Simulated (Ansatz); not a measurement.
# Lattice dynamics of HfO2 (model cell, started as fluorite), part 3 of 3

Task: relax HfO2 (model cell, started as fluorite), then find its harmonic phonons.

Ansatz 0.2.0; DFT PBEsol, scalar-relativistic, plane waves, PAW; PAW set soft_1.

So far. Step 3 (Tight relaxation): The forces vanish by symmetry and the pressure is 0.004 GPa, within the tolerances set. The cell now holds 10.70 Å³/atom. Step 4 (Modes at Γ): Before it was imposed, the acoustic sum rule was missed by 8.6e-6 eV/Å² and the charge sum rule by 9.4e-6 e. Small misses are needed for a sound result but don't prove that mesh and cutoff are converged. The lowest optical mode is real, 236 cm⁻¹. The relaxed cell has a = 5.044 Å (conventional setting).

## (5) Response at finite wavevector

Stability and thermal properties need the whole zone. Linear response on a 4×4×4 q mesh gives force constants as far as a supercell of that size would, and the tensors from the zone-centre run are typed in so that the long-range dipole term is interpolated apart.

input.yaml

```yaml
crystal:
  lattice:
    - [0.0, 2.5222483991, 2.5222483991]
    - [2.5222483991, 0.0, 2.5222483991]
    - [2.5222483991, 2.5222483991, 0.0]
  atoms:
    - { symbol: Hf, position: [0.0, 0.0, 0.0] }
    - { symbol: O, position: [0.25, 0.25, 0.25] }
    - { symbol: O, position: [0.75, 0.75, 0.75] }
kpoints:
  mp_grid: { grid: [8, 8, 8] }
hamiltonian:
  xc: pbesol
  pseudopotentials: { kind: paw, azcp: { folder: soft_1 }, xc_functional: pbe }
scf:
  occupations: { method: fixed }
output:
  eigenvalues: true
phonons:
  method: dfpt
  qmesh: [4, 4, 4]
  temperatures: { t_max: 1000, t_step: 50 }
  qpath:
    path:
      - [[0.0, 0.0, 0.0], [0.5, 0.0, 0.5], [0.625, 0.25, 0.625]]
      - [[0.375, 0.375, 0.75], [0.0, 0.0, 0.0], [0.5, 0.5, 0.5], [0.5, 0.25, 0.75], [0.5, 0.0, 0.5]]
    npoints: 10
  non_analytic_term:
    high_frequency_dielectric_tensor: [[5.3795, 0.0, 0.0], [0.0, 5.3795, 0.0], [0.0, 0.0, 5.3795]]
    born_effective_charges:
      - { species: Hf, tensor: [[5.5632, 0.0, 0.0], [0.0, 5.5632, 0.0], [0.0, 0.0, 5.5632]] }
      - { species: O, tensor: [[-2.7816, 0.0, 0.0], [0.0, -2.7816, 0.0], [0.0, 0.0, -2.7816]] }
      - { species: O, tensor: [[-2.7816, 0.0, 0.0], [0.0, -2.7816, 0.0], [0.0, 0.0, -2.7816]] }
    source: "zone-centre run at this cell"
```

Started as:

```bash
$ ansatz run input.yaml --threads 8 --pin off --max-ram 16384MiB --backend cpu --events-out ev --progress --plain --runs-dir out
```

Numbers of over 12 decimals in the logs are rounded to 6 here.

Log:

```text
Warning: phonons: the dynamical matrix that this run interpolates holds no multipole term above the dipole-dipole one, and a site of this crystal is no centre of inversion, so its interpolated transverse optical and acoustic branches and sound speeds can stay off near Gamma, and the density of states and the thermodynamics with them. What a run solves at a wave vector of phonons.qpoints, Gamma apart, where the deck admits one, is free of this, and under fd what a larger phonons.supercell samples
[...]
Crystal: 3 atoms, lattice volume = 32.092 Å³
Basis set: ecut = 420 eV, 609 PW (Γ), exchange–correlation on 48×48×48 points (8 copies of the dense FFT grid, shifted against one another)
Bands: 23, of which v1, the nominal top of the filled ones, is band 19 counted from 1 (18 counted from 0)
Symmetry: 48 space group operations
k-points: 29 of 512
[...]
SCF iter   1: F=—  HF=-16726.434862 eV  |F-HF|=—  |Δ(HF+E_count)|=         —  Δρ=9.04e-2  dr2=1.92e0  ethr=3.10e-3  ⟨swp⟩=4.2  Hψ=2195  notcnv=0  defer=56
[...]
SCF iter  10: F=-16725.850659 eV  HF=-16725.850659 eV  |F-HF|=7.28e-12  |Δ(HF+E_count)|=  2.18e-11  Δρ=4.09e-8  dr2=3.27e-13  ethr=1.00e-12  ⟨swp⟩=6.9  Hψ=4415  notcnv=0
SCF 1 converged in 10 iterations: F = -16725.850659 eV  dr2 = 3.27e-13
[...]
NSCF: frozen V_eff on 29 k-points
[...]
DFPT response loops at q = (0, 0, 0) (fractional): preconditioner auto → none (the input reference at scf.mixing.eps_inf says where Resta's filter doesn't serve); β = 0.50; Broyden in place of MSR1
[...]
SCF converged after 10 iterations
Free energy (F): -16725.850659 eV
[...]
Internal energy: -16725.850659 eV  (E = F + TS)
E sigma→0 (E₀):  -16725.850659 eV
Fermi energy:    14.968409 eV
[...]
--- Band table (eV; the first three rows and the last of 29) ---
  k-point 0: bands = [... 15 lower, 9.4161, 14.3344, 14.3344, 14.3344, 18.7762, 18.7762, 20.6748, 25.5709]
  k-point 1: bands = [... 15 lower, 9.8689, 13.8623, 14.0326, 14.0326, 19.0823, 19.0823, 21.2895, 24.8264]
  k-point 2: bands = [... 15 lower, 10.8978, 12.9269, 13.4937, 13.4937, 19.5350, 19.5350, 21.9329, 24.2586]
  k-point 28: bands = [... 15 lower, 12.3104, 12.3104, 13.4791, 14.7537, 19.7376, 20.1014, 22.1288, 22.1288]
--- Phonons (Γ-DFPT): 2 representative perturbations + reference (Σ response iterations 7) ---
  ASR residual: 1.725e-5 → 0.000e0 eV/Å²; symmetrization residual: 9.843e-8 eV/Å²
  ASR residual per site (eV/Å²): 8.92e-6 1.72e-5 1.72e-5
  Γ frequencies (cm⁻¹): 0.00 0.00 0.00 236.32 236.32 236.32 580.26 580.26 580.26
--- Phonons (arbitrary-q DFPT): 8 irreducible q on the 4×4×4 mesh ---
  q = [0.0000, 0.0000, 0.0000] (star 1, of the zone-centre solve; hermiticity 1.74e-8, symmetrization 1.71e-12): -0.00 0.00 0.00 236.32 236.32 236.32 580.26 580.26 580.26
  q = [0.0000, 0.0000, 0.2500] (star 8, 2 solved perturbations on 288 of 512 k-point pairs; hermiticity 6.64e-8, symmetrization 3.15e-10): 77.05 77.05 146.63 320.27 320.27 537.53 555.53 555.53 605.68
[...]
q = [0.0000, 0.2500, 0.2500] (star 6, 4 solved perturbations in 528 linear systems a pass and spin channel, the states on 164 of 512 k-point pairs; hermiticity 1.65e-8, symmetrization 4.27e-9): 75.56 75.56 197.30 251.80 251.80 432.81 574.78 574.78 653.80
[...]
sum rule: each row above includes the acoustic sum rule's correction from the zone centre's row sums; it moved no ω² by more than (0.54 cm⁻¹)²
  mesh force constants: q→R imaginary residual 5.83e-18; ASR residual 1.725e-5 → 0.000e0 eV/Å²; symmetrization residual 8.882e-15 eV/Å²
  interpolated dispersion: 63 rows × 9 modes
  density of states and harmonic sums: on the 24×24×24 q-mesh, interpolated from the force constants of a 4×4×4 supercell (with the dipole–dipole term of supplied tensors)
  largest difference from the sums on the solved wave vectors: F 2.12e-2 eV, S 2.83e-5 and C_V 7.70e-6 eV/K
  zero-point energy: 0.193382 eV/cell   skipped modes (ω ≤ 0): 54, of them read as no rigid motion or as one in doubt: 51 (1.057e-1 modes/cell left out, lowest -220.62 cm⁻¹)   left out of the sums: 1.18e-2 of the cell's modes: C_V's classical limit lies that fraction below 3 k_B per atom; for a crystal, a wire or a layer, F and S can be off by more, and a phonons.interpolated_qmesh denser along its periods is the remedy for the sampling
```

Wall time 53 s (8 threads of Arm Neoverse V2, shared host); peak memory 1.3 GiB; 6.5 min of CPU time.

This step gave:

| Item | Value |
| --- | --- |
| sum-rule residual before enforcement | 1.72e-5 eV/Å² |
| lowest frequency on the path | -220.6 cm⁻¹ |
| highest frequency on the path or at a solved wavevector | 691.1 cm⁻¹ |
| lowest mode on the q mesh (acoustic modes at Γ apart) | -220.6 cm⁻¹ |

Frequencies (cm⁻¹) solved at each irreducible wavevector; negative means imaginary. Frequencies by wavevector, by row:

```tsv
q in reciprocal lattice units	star	mode 1	mode 2	mode 3	mode 4	mode 5	mode 6	mode 7	mode 8	mode 9
0 0 0	1	0	0	0	236.3	236.3	236.3	580.3	580.3	580.3
0 0 0.25	8	77	77	146.6	320.3	320.3	537.5	555.5	555.5	605.7
0 0 -0.5	4	88.3	88.3	193	403.1	403.1	499.7	515.8	515.8	588.8
0 0.25 0.25	6	75.6	75.6	197.3	251.8	251.8	432.8	574.8	574.8	653.8
0 0.25 -0.5	24	92	124.5	190.8	265.2	344	351	543	568	655.1
0 0.25 -0.25	12	89.3	118.5	190.4	220.6	424.7	455.4	477.9	583.6	630
0 -0.5 -0.5	3	-220.6	96.6	96.6	254.6	307.9	307.9	560.5	560.5	691.1
0.25 -0.5 -0.25	6	-30.9	100.1	185.9	185.9	238.8	464.1	464.1	601.9	664.1
```

Interpolated from a 4×4×4 q mesh, with the LO-TO term (at Γ the limit along the path; where Γ stands inside the path, tables give the limit on arrival). Phonon branches along the path, in cm⁻¹:

```tsv
point	branch 1	branch 2	branch 3	branch 4	branch 5	branch 6	branch 7	branch 8	branch 9
Γ	0	0	0	236	236	580	580	580	617
halfway	76	76	197	252	252	433	575	575	654
X	-221	97	97	255	308	308	560	560	691
halfway	-192	95	115	241	315	326	554	564	686
U	-88	92	151	214	329	371	535	572	672
jump to K	-88	92	151	214	329	371	535	572	672
halfway	87	87	175	241	393	489	521	586	615
Γ	0	0	0	236	236	580	580	580	617
halfway	77	77	147	320	320	538	556	556	606
L	88	88	193	403	403	500	516	516	589
halfway	91	144	172	298	322	445	495	581	638
W	-31	100	186	186	239	464	464	602	664
halfway	-166	98	128	233	282	368	535	579	680
X	-221	97	97	255	308	308	560	560	691
```

The phonon branches as a text plot (rows in cm⁻¹):

```
    672 |      *************                            *********
    634 |******             ****  *******            ***
    596 |****               ************************* ********
    558 | ** ***************     *****   *****     ***        ***
    520 |   *             **    **          **********      **
    482 |    **             *****               ***   ******
    444 |      *            *  *                   ******* *
    406 |                  * ** *               *****       **
    368 |       *        ** *    *            **   ***        *
    330 |              *****                **       **        *
    292 |        ******           **      **          **      ***
    254 |***************        **********              *********
    216 |       *       ********                        *   **
    178 |    ***           ******            ***************
    140 |   *           *** ***  ***       **        ****   **
    102 |  *    *****************   *     *   *******************
     64 | * ****  **             ****    *****           *
     26 | **                        **  **
    -12 |*                            **
    -50 |                                                 **
    -88 |                 *
   -126 |                *                                  **
   -164 |               *
   -202 |           ****                                      ***
         Γ           X  U|K            Γ         L        W     X
```

The phonon density of states has structure finer than the step of the table below, so its rows give means over 50 cm⁻¹, whole bins alone (the curve runs from -225 to 695 cm⁻¹). Peaks (cm⁻¹: height): 95.0: 0.0642, 185.0: 0.0290, 575.0: 0.0462, 615.0: 0.0142.

Tetrahedra on a 24×24×24 mesh, mean over bins of 10 cm-1. Interpolated from a 4×4×4 q mesh. The phonon density of states by wavenumber; means over each step:

```tsv
wavenumber (cm⁻¹)	phonon density of states (1/cm⁻¹/cell)
-200	3.2e-4
-150	6.0e-4
-100	5.5e-4
-50	4.3e-4
0	5.8e-4
50	0.00442
100	0.0307
150	0.0108
200	0.0152
250	0.0129
300	0.0124
350	0.0101
400	0.00987
450	0.00797
500	0.0112
550	0.0207
600	0.0169
650	0.0127
```

The partial phonon density of states has structure finer than the step of the table below, so its rows give means over 25 cm⁻¹, whole bins alone (the curve runs from -226 to 721 cm⁻¹). Peaks (cm⁻¹: height): Hf 89.9: 0.0552, 185.2: 0.0205; O 256.7: 0.0132, 572.3: 0.0375, 655.7: 0.0137.

Phonopy on the run's constants, 19x19x19 mesh, Gaussian sigma 6.8 cm-1. Interpolated from a 4×4×4 q mesh. Partial phonon density of states against wavenumber; means over each step; values in 1/cm⁻¹/cell:

```tsv
wavenumber (cm⁻¹)	Hf	O
-200	0	3.9e-4
-175	7.2e-7	5.4e-4
-150	7.4e-6	5.9e-4
-125	1.7e-5	6.3e-4
-100	2.4e-5	7.9e-4
-75	2.8e-5	3.4e-4
-50	3.3e-5	4.3e-4
-25	5.4e-5	4.2e-4
0	6.2e-5	1.4e-4
25	6.9e-4	4.1e-4
50	0.00295	5.5e-4
75	0.0199	0.00116
100	0.0358	0.00164
125	0.0119	0.00186
150	0.00784	0.00121
175	0.0152	0.00195
200	0.0120	0.00220
225	0.00674	0.00393
250	0.00284	0.0111
275	7.6e-4	0.0123
300	5.3e-4	0.0118
325	4.3e-4	0.0105
350	2.9e-4	0.00970
375	2.0e-4	0.00962
400	1.5e-4	0.00995
425	1.2e-4	0.00930
450	1.1e-4	0.00861
475	5.2e-5	0.00653
500	2.7e-5	0.0114
525	1.0e-5	0.0138
550	1.9e-5	0.0180
575	4.8e-5	0.0319
600	2.3e-4	0.0120
625	5.7e-4	0.0121
650	2.2e-4	0.0131
675	5.1e-5	0.00823
700	7.8e-7	8.4e-4
```

Symmetry leaves 8 wavevectors to solve. The lowest mode among them, the acoustic zeros apart, lies at q = (0, -0.5, -0.5) and is imaginary, 220.6i cm⁻¹, so the energy falls along it.

## (6) What came out

```
space group after relaxation (within 0.01 Å)            : Fm-3m
volume per atom                                         : 10.7 Å³
gap on the k-mesh                                       : 3.69 eV
highest optical mode at the zone centre (no LO-TO term) : 580 cm⁻¹
top of the zone-centre spectrum with the field          : 617 cm⁻¹
lowest optical zone-centre mode                         : 236 cm⁻¹
mean high-frequency dielectric constant                 : 5.38
mean static dielectric constant                         : 36.7
largest Born charge (third of the trace)                : 5.56 e
lowest mode on the q mesh (acoustic modes at Γ apart)   : -221 cm⁻¹
highest frequency on the path or at a solved wavevector : 691 cm⁻¹
imaginary modes on the 4×4×4 q mesh                     : yes
```

Modes are clearly imaginary (beyond 10i cm⁻¹) at 2 of the 8 irreducible wavevectors, most at q = (0, -0.5, -0.5) (220.6i cm⁻¹), so this structure is not a minimum of the energy. Without the field, the optical modes at Γ span 236 to 580 cm⁻¹. The highest mode in this list at Γ, 580.3 cm⁻¹, is mostly motion of O (100 % of the kinetic energy). With the macroscopic field of the longitudinal modes the top of the zone-centre spectrum lies at 617 cm⁻¹, against 580 cm⁻¹ without it. Lattice motion raises the mean dielectric constant from 5.380 to 36.70. The strongest infrared line is at 236 cm⁻¹. The program warns that the interpolation holds no quadrupole term, so branches close to Γ can be off in this crystal. Spin-orbit coupling is left out, which can matter for the heavy elements here. The PAW files were made for PBE and serve the other functionals too. The starting cell was built on a prototype and not taken from a measurement, so the phase need not exist. These are harmonic frequencies at zero temperature: anharmonic shifts, linewidths and thermal expansion are left out.

[Logs are printed without paths, hosts, clocks, repeated set-up lines and the standing remarks that a program may print on its own settings, such as how far it seeks lower states.]

[Hosts, paths, dates, database ids (printed as entryN), source tags and the programs' standing remarks are cut or masked in the printed files.]
